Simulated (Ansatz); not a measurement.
# CaSiS3 (model cell, started as cubic perovskite with Si in the octahedra): following an unstable mode, part 2 of 3

Aim: this structure of CaSiS3 (model cell, started as cubic perovskite with Si in the octahedra) is to be tested for unstable modes, and one is followed downhill.

Ansatz 0.2.0; DFT LDA, scalar-relativistic, plane waves, PAW; PAW set soft_1.

So far, highest frequency on the path or at a solved wavevector (cm⁻¹): step 2 (response at finite wavevector) 416. Also lowest frequency on the path (cm⁻¹): step 2 -182.

The structure was built from a prototype and need not be the compound's stable phase.

**4. The mode frozen in, largest atomic shift 0.6 Å**

The atoms are moved along the unstable eigenvector, the largest shift by 0.6 Å, with the cell fixed.

File input.yaml:

```yaml
crystal:
  lattice:
    - [4.5206973037, 4.5206973037, 0.0]
    - [4.5206973037, 0.0, 4.5206973037]
    - [4.5206973037, 0.0, -4.5206973037]
  atoms:
    - { symbol: Ca, position: [0.0, 0.0, 0.0] }
    - { symbol: Ca, position: [0.0, 0.5, 0.5] }
    - { symbol: Si, position: [0.5, 0.25, 0.75] }
    - { symbol: Si, position: [0.5, 0.75, 0.25] }
    - { symbol: S, position: [0.5, -0.0663614438, 0.9336385562] }
    - { symbol: S, position: [0.5, 0.5663614438, 0.5663614438] }
    - { symbol: S, position: [0.0, 0.5, 0.0] }
    - { symbol: S, position: [0.0, 0.0, 0.5] }
    - { symbol: S, position: [0.5, 0.4336385562, 0.0663614438] }
    - { symbol: S, position: [0.5, 0.0663614438, 0.4336385562] }
kpoints:
  mp_grid: { grid: [8, 8, 8] }
hamiltonian:
  xc: lda
  pseudopotentials: { kind: paw, azcp: { folder: soft_1 }, xc_functional: pbe }
scf:
  occupations: { method: methfessel_paxton, width: 0.2 }
output:
  forces: true
  stress: true
  eigenvalues: true
```

Launch:

```sh
$ ansatz run input.yaml --threads 4 --pin off --max-ram 16384MiB --backend cpu --events-out ev --progress --plain --runs-dir out
```

Numbers of over 12 decimals in the logs are rounded to 6 here.

Log:

```text
[...]
Crystal: 10 atoms, lattice volume = 184.776 Å³
Basis set: ecut = 420 eV, 3695 PW (Γ)
Bands: 42, of which v1, the nominal top of the filled ones, is band 32 counted from 1 (31 counted from 0)
Symmetry: 16 space group operations
[...]
k-points: 59 of 512
[...]
k-point 0: bands = [... 28 lower, 7.1923, 7.1923, 7.2826, 7.7461, 7.7461, 10.5012, 10.6195, 10.6195, ... 6 higher]
  k-point 1: bands = [... 28 lower, 6.9469, 7.1243, 7.6107, 7.6823, 7.7348, 10.3247, 10.5377, 10.7129, ... 6 higher]
  k-point 2: bands = [... 28 lower, 6.8853, 7.0196, 7.5001, 7.5924, 7.8647, 9.7165, 10.7695, 10.9233, ... 6 higher]
  k-point 58: bands = [... 28 lower, 5.7955, 6.6888, 6.9311, 6.9311, 10.0886, 10.2133, 10.3702, 10.8452, ... 6 higher]
[key lines of the parts left out:]
SCF converged after 8 iterations
Free energy (F): -9989.440534 eV
Fermi energy:    7.727420 eV
P = ⅓ Tr σ = -1.2287 GPa (-12.287 kbar)
```

Wall time 8.2 s (4 threads of Arm Neoverse V1, shared host); peak memory 0.68 GiB.

Numbers from this step:

```yaml
pressure: -1.229 GPa
energy_from_the_undistorted_cell: -99.13 meV/atom
```

The energy, extrapolated to zero smearing, is -99.13 meV/atom against the undistorted cell.

The run ends at a pressure of -1.23 GPa, with forces up to 0.081 eV/Å.

**5. Energy along the mode, all amplitudes (two of the runs are shown above)**

An imaginary frequency means negative curvature, so the energy should fall and then rise again as anharmonic terms take over.

This step gave:

| Property | Result |
| --- | --- |
| depth at the lowest point sampled | 99.13 meV/atom |
| largest atomic shift at that point | 0.6 Å |

The energy from the parent by largest atomic shift:

| largest atomic shift (Å) | energy from the parent (meV/atom) |
| --- | --- |
| 0.000 | 0 |
| 0.040 | -1.02 |
| 0.080 | -4.20 |
| 0.140 | -13.0 |
| 0.220 | -30.5 |
| 0.320 | -56.3 |
| 0.450 | -86.4 |
| 0.600 | -99.1 |

Displacement at unit largest shift by atom:

```
atom  x (Å)  y (Å)  z (Å)  size
 Ca1   0.00   0.00   0.00  0.00
 Ca2   0.00   0.00   0.00  0.00
 Si3   0.00   0.00   0.00  0.00
 Si4   0.00   0.00   0.00  0.00
  S5  -1.00   0.00   0.00  1.00
  S6   1.00   0.00   0.00  1.00
  S7   0.00   0.00   0.00  0.00
  S8   0.00   0.00   0.00  0.00
  S9   0.00   0.00  -1.00  1.00
 S10   0.00   0.00   1.00  1.00
```

The lowest of the steps tried is the last one, at 0.6 Å, 99.1 meV/atom below the parent; the bottom of the well need not coincide with a step.

**6. Relaxing from the distorted cell**

Starting from the lowest point found, all atoms and the cell are let go, so that strain and other modes of the same symmetry can join in.

input.yaml, as its differences from that of step 4:

```diff
@@ -27 +27,10 @@
   eigenvalues: true
+  write_density: true
+  write_potential: true
+  elf: true
+  volumetric_format: npy
+relax:
+  adjacent_minimum: "off"
+  f_tol: 0.002
+  max_steps: 120
+  cell: { stress_tol: 0.03 }
```

Log:

```text
[...]
Crystal: 10 atoms, lattice volume = 184.776 Å³
Basis set: ecut = 420 eV, 3695 PW (Γ)
Bands: 42, of which v1, the nominal top of the filled ones, is band 32 counted from 1 (31 counted from 0)
Symmetry: 16 space group operations
[...]
k-points: 59 of 512
[...]
SCF iter   1: F=—  HF=-9993.073497 eV  |F-HF|=—  |Δ(HF+E_count)|=         —  Δρ=5.14e-2  dr2=1.14e1  ethr=3.10e-3  ⟨swp⟩=11.3  Hψ=15138  notcnv=0
[...]
SCF iter   8: F=-9989.440534 eV  HF=-9989.440534 eV  |F-HF|=4.75e-8  |Δ(HF+E_count)|=   2.33e-8  S|Δr|=    0.00e0  Δρ=5.31e-6  dr2=9.30e-8  ethr=1.56e-10  ⟨swp⟩=23.9  Hψ=25952  notcnv=0
SCF 1 converged in 8 iterations: F = -9989.440534 eV  dr2 = 9.30e-8
[...]
relax step   1: F+E_penalty+E_count = -9989.44053429 eV  Δ(F+E_penalty+E_count) = +0.000e0 eV  max|allowed force component| = 8.150e-2 eV/Å  Δτ_max = 0.0000 Å  P = -1.229 GPa  Ω = 184.776 Å³  (8 SCF iters, dr2 threshold 1.00e-7 eV, accepted)
Crystal: 10 atoms, lattice volume = 180.294 Å³
Basis set: ecut = 420 eV, 3551 PW (Γ)
[...]
SCF iter   6: F=-9989.749397 eV  HF=-9989.749398 eV  |F-HF|=2.36e-7  |Δ(HF+E_count)|=   2.22e-6  S|Δr|=    0.00e0  Δρ=1.61e-5  dr2=7.97e-7  ethr=1.56e-9  ⟨swp⟩=16.6  Hψ=24544  notcnv=0
SCF 2 converged in 6 iterations: F = -9989.749397 eV  dr2 = 7.97e-7
relax step   2: F+E_penalty+E_count = -9989.74939746 eV  Δ(F+E_penalty+E_count) = -3.089e-1 eV  max|allowed force component| = 1.053e-1 eV/Å  Δτ_max = 0.0461 Å  P = -0.050 GPa  Ω = 180.294 Å³  energy of the carried Pulay correction = +8.742e-4 eV  (6 SCF iters, dr2 threshold 1.00e-6 eV, accepted)
Crystal: 10 atoms, lattice volume = 179.478 Å³
Basis set: ecut = 420 eV, 3433 PW (Γ)
[...]
SCF iter   6: F=-9990.056407 eV  HF=-9990.056407 eV  |F-HF|=9.23e-8  |Δ(HF+E_count)|=   2.44e-7  S|Δr|=    0.00e0  Δρ=1.01e-5  dr2=2.29e-7  ethr=1.56e-9  ⟨swp⟩=17.3  Hψ=22703  notcnv=0
SCF 3 converged in 6 iterations: F = -9990.056407 eV  dr2 = 2.29e-7
relax step   3: F+E_penalty+E_count = -9990.05640694 eV  Δ(F+E_penalty+E_count) = -3.070e-1 eV  max|allowed force component| = 6.270e-3 eV/Å  Δτ_max = 0.0227 Å  P = -0.242 GPa  Ω = 179.478 Å³  energy of the carried Pulay correction = +1.036e-3 eV  (6 SCF iters, dr2 threshold 1.00e-6 eV, accepted)
[...]
relax step   4: F+E_penalty+E_count = -9990.06198862 eV  Δ(F+E_penalty+E_count) = -5.582e-3 eV  max|allowed force component| = 7.140e-2 eV/Å  Δτ_max = 0.0184 Å  P = +0.561 GPa  Ω = 177.963 Å³  energy of the carried Pulay correction = +1.337e-3 eV  (5 SCF iters, dr2 threshold 1.00e-6 eV, accepted)
[...]
relax step   5: F+E_penalty+E_count = -9990.06557164 eV  Δ(F+E_penalty+E_count) = -3.583e-3 eV  max|allowed force component| = 2.722e-2 eV/Å  Δτ_max = 0.0157 Å  P = +0.155 GPa  Ω = 178.813 Å³  energy of the carried Pulay correction = +1.168e-3 eV  (4 SCF iters, dr2 threshold 1.00e-6 eV, accepted)
[...]
relax step   6: F+E_penalty+E_count = -9990.06568414 eV  Δ(F+E_penalty+E_count) = -1.125e-4 eV  max|allowed force component| = 1.262e-2 eV/Å  Δτ_max = 0.0051 Å  P = -0.111 GPa  Ω = 179.306 Å³  energy of the carried Pulay correction = +1.070e-3 eV  (4 SCF iters, dr2 threshold 8.18e-8 eV, accepted)
[...]
relax step   7: F+E_penalty+E_count = -9990.06583895 eV  Δ(F+E_penalty+E_count) = -1.548e-4 eV  max|allowed force component| = 3.471e-5 eV/Å  Δτ_max = 0.0015 Å  P = -0.000 GPa  Ω = 179.097 Å³  energy of the carried Pulay correction = +1.111e-3 eV  (4 SCF iters, dr2 threshold 4.12e-8 eV, accepted)
[...]
relax step   8: F+E_penalty+E_count = -9990.06611691 eV  Δ(F+E_penalty+E_count) = -2.780e-4 eV  max|allowed force component| = 2.822e-4 eV/Å  Δτ_max = 0.0000 Å  P = +0.009 GPa  Ω = 179.097 Å³  stress off target by 3.61e-2 GPa  SCF on the basis re-selected at this cell (its energy is not comparable with the rows above)  (5 SCF iters)
[...]
relax step   9: F+E_penalty+E_count = -9990.06611891 eV  Δ(F+E_penalty+E_count) = -2.003e-6 eV  max|allowed force component| = 4.511e-5 eV/Å  Δτ_max = 0.0001 Å  P = +0.001 GPa  Ω = 179.118 Å³  energy of the carried Pulay correction = -4.102e-6 eV  (4 SCF iters, dr2 threshold 3.26e-9 eV, accepted)
[...]
SCF iter   4: F=-9990.066125 eV  HF=-9990.066125 eV  |F-HF|=1.46e-11  |Δ(HF+E_count)|=  3.82e-11  S|Δr|=    0.00e0  Δρ=1.15e-7  dr2=2.56e-11  ethr=1.00e-12  ⟨swp⟩=10.7  Hψ=17086  notcnv=0
SCF 10 converged in 4 iterations: F = -9990.066125 eV  dr2 = 2.56e-11
relax step  10: F+E_penalty+E_count = -9990.06612481 eV  Δ(F+E_penalty+E_count) = -5.896e-6 eV  max|allowed force component| = 4.303e-5 eV/Å  Δτ_max = 0.0000 Å  P = +0.001 GPa  Ω = 179.118 Å³  stress off target by 2.44e-3 GPa  SCF on the basis re-selected at this cell (its energy is not comparable with the rows above)  (4 SCF iters)
[...]
SCF converged after 4 iterations
[...]
Free energy (F): -9990.066125 eV
[...]
Internal energy: -9990.075616 eV  (E = F + TS)
E sigma→0 (E₀):  -9990.068498 eV
Entropy (-TS):   0.009492 eV (0.949 meV/atom)
Fermi energy:    7.997325 eV
Step filling:    the computed levels leave a gap of 0.2511 eV = 1.3 smearing widths at the electron count; against every level under it full and every level over it empty, smearing changes F+E_penalty+E_count by +2.928 meV and its σ→0 estimate by +0.555 meV
[...]
--- Forces (eV/Å), atoms counted from 1 ---
  atom   1  Ca    -0.00000000     0.00000000     0.00000000
  atom   2  Ca     0.00000000    -0.00000000     0.00000000
  atom   3  Si     0.00000000     0.00000000     0.00000000
  atom   4  Si     0.00000000     0.00000000     0.00000000
  atom   5  S      0.00004303    -0.00000000     0.00000000
  atom   6  S     -0.00004303     0.00000000     0.00000000
  atom   7  S      0.00000000     0.00000000    -0.00000000
  atom   8  S     -0.00000000    -0.00000000     0.00000000
  atom   9  S      0.00000000     0.00000000     0.00004303
  atom  10  S     -0.00000000    -0.00000000    -0.00004303
  max |Σ_I F_I| component: 6.94e-18 eV/Å
--- Stress (GPa, compression-positive) ---
       -0.000293      -0.000000      -0.000000
       -0.000000       0.002439       0.000000
       -0.000000       0.000000      -0.000293
  P = ⅓ Tr σ = 0.0006 GPa (0.006 kbar)
--- Band table (eV; the first three rows and the last of 59) ---
  k-point 0: bands = [... 28 lower, 7.7607, 7.7607, 7.9218, 7.9218, 8.2262, 9.6146, 10.8074, 11.6730, ... 6 higher]
  k-point 1: bands = [... 28 lower, 7.4124, 7.7095, 7.7958, 7.9231, 8.6450, 9.8389, 10.8774, 11.4718, ... 6 higher]
  k-point 2: bands = [... 28 lower, 7.2491, 7.5424, 7.5840, 7.8137, 8.9340, 10.0549, 11.1284, 11.4296, ... 6 higher]
  k-point 58: bands = [... 28 lower, 6.3972, 6.7129, 7.6649, 7.6649, 10.0792, 10.4628, 11.1281, 11.6042, ... 6 higher]
--- Relaxed structure (8 steps of the walk, 8 accepted, 2 SCFs on fresh bases) ---
  F+E_penalty+E_count = -9990.06612481 eV   max|allowed force component| = 4.303e-5 eV/Å   (the final SCF, on the basis selected at the relaxed cell)
  cell:  # Å, volume = 179.1175 Å³
    - [4.286144, 4.874998, 0]
    - [4.286144, 0, 4.286144]
    - [4.286144, 0, -4.286144]
  atoms:
    - { symbol: Ca, position: [0, -1.921643791529689e-19, -1.1601811970701874e-19] }
    - { symbol: Ca, position: [0, 0.500000, 0.500000] }
    - { symbol: Si, position: [0.5, 0.250000, 0.750000] }
    - { symbol: Si, position: [0.5, 0.750000, 0.250000] }
    - { symbol: S, position: [0.5, -0.074678, 0.925322] }
    - { symbol: S, position: [0.5, 0.574678, 0.574678] }
    - { symbol: S, position: [0, 0.500000, 0.0] }
    - { symbol: S, position: [0, 0.0, 0.500000] }
    - { symbol: S, position: [0.5, 0.425322, 0.074678] }
    - { symbol: S, position: [0.5, 0.074678, 0.425322] }
```

Elapsed: 78 s, on 4 threads; peak memory 0.72 GiB; 5.1 min of CPU time.

The steps of the relaxation:

| step | energy less that of the first step (eV) | largest force component (eV/Å) | pressure (GPa) | volume (Å³) |
| --- | --- | --- | --- | --- |
| 1 | 0.0000 | 0.0815 | -1.23 | 184.78 |
| 2 | -0.3089 | 0.1053 | -0.05 | 180.29 |
| 3 | -0.6159 | 0.0063 | -0.24 | 179.48 |
| 4 | -0.6215 | 0.0714 | 0.56 | 177.96 |
| 5 | -0.6250 | 0.0272 | 0.15 | 178.81 |
| 6 | -0.6251 | 0.0126 | -0.11 | 179.31 |
| 7 | -0.6253 | 0.0000 | 0.00 | 179.10 |
| 8* | -0.6256 | 0.0003 | 0.01 | 179.10 |
| 9 | -0.6256 | 0.0000 | 0.00 | 179.12 |
| 10* | -0.6256 | 0.0000 | 0.00 | 179.12 |

Relaxation steps marked * repeat the geometry before them on a plane-wave basis chosen anew for their cell, so energy and pressure can jump there.

Forces are held to the 16 operations that the run works with; a distortion that breaks them can't arise in this run.

```csv
"conventional cell, symmetrised",before,after,change
a (Å),6.393,6.062,-5.2 %
b (Å),6.393,6.062,-5.2 %
c (Å),9.041,9.750,+7.8 %
volume (Å³/atom),18.48,17.91,-3.1 %
```

The atoms that moved most (Å, as changes of fractional coordinates times the final cell):

```csv
atom,dx,dy,dz,length
S10,0.000,0.000,0.071,0.071
S9,0.000,0.000,-0.071,0.071
S5,-0.071,0.000,0.000,0.071
S6,0.071,0.000,0.000,0.071
```

Final coordinates:

```cif
data_structure
_symmetry_space_group_name_H-M 'P 1'
_symmetry_Int_Tables_number 1
_cell_length_a 6.4913
_cell_length_b 6.0615
_cell_length_c 6.0615
_cell_angle_alpha 90.000
_cell_angle_beta 62.167
_cell_angle_gamma 62.167
_cell_volume 179.12
loop_
_atom_site_label
_atom_site_type_symbol
_atom_site_fract_x
_atom_site_fract_y
_atom_site_fract_z
_atom_site_occupancy
Ca1 Ca 0.00000 0.00000 0.00000 1
Ca2 Ca 0.00000 0.50000 0.50000 1
Si3 Si 0.50000 0.25000 0.75000 1
Si4 Si 0.50000 0.75000 0.25000 1
S5 S 0.50000 0.92532 0.92532 1
S6 S 0.50000 0.57468 0.57468 1
S7 S 0.00000 0.50000 0.00000 1
S8 S 0.00000 0.00000 0.50000 1
S9 S 0.50000 0.42532 0.07468 1
S10 S 0.50000 0.07468 0.42532 1
```

Numbers from this step:

```
pressure          : 6.17e-4 GPa
volume per atom   : 17.91 Å³
gap on the k-mesh : 0.2511 eV
```

Valence density in the ac plane of the conventional cell at fractional y = 0.000, with atoms of Ca and Si and S within 0.2 Å of it. It is the smooth field of the valence electrons, not physical close to the nuclei.

Values in e/Å³, 13 rows by 16 columns, each cell a mean:
```
0.3 0.3 0.3 0.3 0.3 0.3 0.2 0.2 0.2 0.2 0.3 0.3 0.3 0.3 0.3 0.3
0.5 0.4 0.2 0.1 0.1 0.1 0.1 0.2 0.2 0.2 0.1 0.1 0.1 0.2 0.3 0.4
0.9 0.9 0.6 0.2 0.1 0.2 1.2 3.2 3.7 2.1 0.5 0.1 0.1 0.4 0.8 0.9
0.7 1.0 0.7 0.3 0.1 0.3 1.7 4.4 5.1 2.9 0.7 0.1 0.2 0.4 0.9 0.9
0.6 0.5 0.3 0.1 0.1 0.1 0.2 0.5 0.6 0.3 0.1 0.1 0.1 0.2 0.4 0.6
0.3 0.3 0.3 0.2 0.2 0.2 0.2 0.2 0.1 0.2 0.2 0.2 0.2 0.2 0.3 0.3
0.2 0.3 0.4 0.3 0.3 0.3 0.3 0.2 0.2 0.3 0.3 0.3 0.3 0.4 0.3 0.2
0.4 0.3 0.2 0.2 0.2 0.2 0.2 0.1 0.1 0.2 0.2 0.2 0.2 0.2 0.3 0.3
0.8 0.6 0.3 0.1 0.1 0.1 0.4 1.0 1.2 0.6 0.2 0.1 0.1 0.2 0.5 0.7
0.5 1.1 0.7 0.3 0.1 0.3 2.0 5.0 5.8 3.4 0.8 0.2 0.2 0.5 1.0 0.8
0.9 0.8 0.4 0.2 0.1 0.2 0.8 2.1 2.5 1.3 0.3 0.1 0.1 0.3 0.7 0.9
0.4 0.3 0.2 0.1 0.1 0.1 0.1 0.1 0.1 0.1 0.1 0.1 0.1 0.2 0.3 0.4
0.2 0.3 0.3 0.3 0.3 0.3 0.3 0.2 0.2 0.2 0.3 0.3 0.3 0.3 0.3 0.2
```
Columns run along a (6.1 Å), rows up along c (9.7 Å), edges of the conventional cell, whose origin can differ from the input's. Atoms in or near the plane, at fractional coordinates: Ca at (0.50, 0.75), Ca at (0.50, 0.25), Si at (0.00, 0.00), Si at (0.00, 0.50), S at (0.00, 0.75), S at (0.00, 0.25).

ELF in the ac plane of the conventional cell at fractional y = 0.000, with atoms of Ca and Si and S within 0.2 Å of it. It is the smooth field of the valence electrons, not physical close to the nuclei.

Ten even steps from '_' (0.06) to '@' (0.86), each cell a mean:
```
----++====**##==..--****++==++==--
++==--::--++**--..::++**==::--==++
##**::....::::..____..::..__..==##
@@%%++::______--++==..____..==##%%
**%%@@**..__==%%@@@@##..__==%%@@##
__++@@%%--..##@@@@@@@@==..**@@%%::
..**@@%%::..**@@@@@@%%--..**@@@@--
%%@@%%++..__::##%%%%++____--##%%%%
%%##==..______......________::++%%
##++::..::--==::__..--==::....==**
======--==****==..::****++--======
==--++++++**##==..--**##++++++==--
----++====**##==..--****++==++==--
++==--::--++**--..::++**==::--==++
##**::....::::______..::......==##
@@%%++::______--====..____..==##%%
**%%@@**..__==%%@@@@##..__==%%@@##
__++@@%%--..##@@@@@@@@==..**@@%%::
..**@@%%::..**@@@@@@%%--__**@@@@--
%%@@%%++..__::##%%%%++____--##%%%%
%%##==..________....________::++%%
##++::..::--==..__..--==::..::==**
======--==****==..::****++--======
==--++++++**##++::--**##++==++==--
```
Columns run along a (6.1 Å), rows up along c (9.7 Å), edges of the conventional cell, whose origin can differ from the input's. Atoms in or near the plane, at fractional coordinates: Ca at (0.50, 0.75), Ca at (0.50, 0.25), Si at (0.00, 0.00), Si at (0.00, 0.50), S at (0.00, 0.75), S at (0.00, 0.25).

Electrostatic potential energy in the ac plane of the conventional cell at fractional y = 0.000, with atoms of Ca and Si and S within 0.2 Å of it. With pseudopotentials it is smooth inside the atoms' cores, unlike the true potential.

Values in eV, 13 rows by 16 columns, each cell a mean:
```
-20 -20  -2   7   8   8   9  11  11  10   9   8   8   4 -13 -22
  1   5   9  11  11   9   8   5   5   6   9  10  11  10   7   3
-27 -19   2  10   9   3 -13 -30 -32 -22  -2   7  10   7  -9 -26
-29 -27  -1   9   9   1 -20 -38 -39 -31  -6   6  10   6 -16 -31
 -2   4   9  11  11   8   4  -1  -3   2   7  10  11  10   6   0
-18 -12   2   8   9   9  10  10  11  10   9   9   9   6  -5 -17
-10 -27  -8   5   7   7   9  11  11  10   7   7   7   1 -22 -20
-12  -5   5   9  10  10  10  10  10  10  10  10  10   8   1 -10
-10  -1   8  11  10   7   0  -9 -12  -4   5   9  11  10   4  -7
-28 -30  -3   9   8   0 -23 -40 -41 -35  -8   6  10   5 -20 -32
-21 -11   5  10  10   5  -7 -21 -24 -14   1   8  11   9  -3 -18
 -3   2   8  10  11  10   9   8   8   8   9  10  11   9   5  -1
-16 -24  -5   6   7   7   9  11  11  10   8   7   7   2 -18 -22
```
Columns run along a (6.1 Å; values clipped at the 3rd and 97th percentile), rows up along c (9.7 Å), edges of the conventional cell, whose origin can differ from the input's. Atoms in or near the plane, at fractional coordinates: Ca at (0.50, 0.75), Ca at (0.50, 0.25), Si at (0.00, 0.00), Si at (0.00, 0.50), S at (0.00, 0.75), S at (0.00, 0.25).

The distorted start has space group I4/mcm; the relaxation ends in I4/mcm.

**7. The new phase in its own primitive cell**

The relaxed structure is symmetrised, reduced to its primitive cell and relaxed tightly, as its phonons need.

File input.yaml:

```yaml
crystal:
  lattice:
    - [-3.0307618224, 3.0307618224, 4.8749977025]
    - [3.0307618224, -3.0307618224, 4.8749977025]
    - [3.0307618224, 3.0307618224, -4.8749977025]
  atoms:
    - { symbol: Ca, position: [0.75, 0.25, 0.5] }
    - { symbol: Ca, position: [0.25, 0.75, 0.5] }
    - { symbol: Si, position: [0.0, 0.0, 0.0] }
    - { symbol: Si, position: [0.5, 0.5, 0.0] }
    - { symbol: S, position: [0.8246777703, 0.3246777703, 0.1493555407] }
    - { symbol: S, position: [0.1753222297, 0.6753222297, 0.8506444593] }
    - { symbol: S, position: [0.75, 0.75, 0.0] }
    - { symbol: S, position: [0.25, 0.25, 0.0] }
    - { symbol: S, position: [0.6753222297, 0.8246777703, 0.5] }
    - { symbol: S, position: [0.3246777703, 0.1753222297, 0.5] }
kpoints:
  mp_grid: { grid: [8, 8, 8] }
hamiltonian:
  xc: lda
  pseudopotentials: { kind: paw, azcp: { folder: soft_1 }, xc_functional: pbe }
scf:
  occupations: { method: fixed }
output:
  forces: true
  stress: true
  eigenvalues: true
relax:
  adjacent_minimum: "off"
  f_tol: 0.001
  max_steps: 60
  cell: { stress_tol: 0.01 }
```

Log:

```text
[...]
Crystal: 10 atoms, lattice volume = 179.118 Å³
Basis set: ecut = 420 eV, 3473 PW (Γ)
Bands: 42, of which v1, the nominal top of the filled ones, is band 32 counted from 1 (31 counted from 0)
Symmetry: 16 space group operations
[...]
k-points: 59 of 512
[...]
- { symbol: Ca, position: [0.250000, 0.75, 0.5] }
    - { symbol: Si, position: [0, 0, 0] }
    - { symbol: Si, position: [0.5, 0.5, 0] }
    - { symbol: S, position: [0.824878, 0.324878, 0.149757] }
    - { symbol: S, position: [0.175122, 0.675122, 0.850243] }
    - { symbol: S, position: [0.75, 0.75, 0] }
    - { symbol: S, position: [0.25, 0.25, 0] }
    - { symbol: S, position: [0.675122, 0.824878, 0.5] }
    - { symbol: S, position: [0.324878, 0.175122, 0.5] }
[key lines of the parts left out:]
SCF converged after 5 iterations
Free energy (F): -9990.069065 eV
Fermi energy:    7.975223 eV
P = ⅓ Tr σ = -0.0013 GPa (-0.013 kbar)
```

Wall time 29 s (4 threads); peak memory 0.69 GiB; 1.9 min of CPU time.

Little changed from the start: no atom moved by 0.005 Å and no cell edge by 0.1 %.

This step gave:

```yaml
pressure: -0.001251 GPa
gap_on_the_k_mesh: 0.2488 eV
direct_gap_on_mesh: 0.3029 eV
```

The largest force component left is 0.33 meV/Å and the pressure is -0.001 GPa, within the tolerances set. The cell now holds 17.91 Å³/atom.

[end of part 2 of 3]

[Logs are printed without paths, hosts, clocks, repeated set-up lines and the standing remarks that a program may print on its own settings, such as how far it seeks lower states.]

[Hosts, paths, dates, database ids (printed as entryN), source tags and the programs' standing remarks are cut or masked in the printed files.]
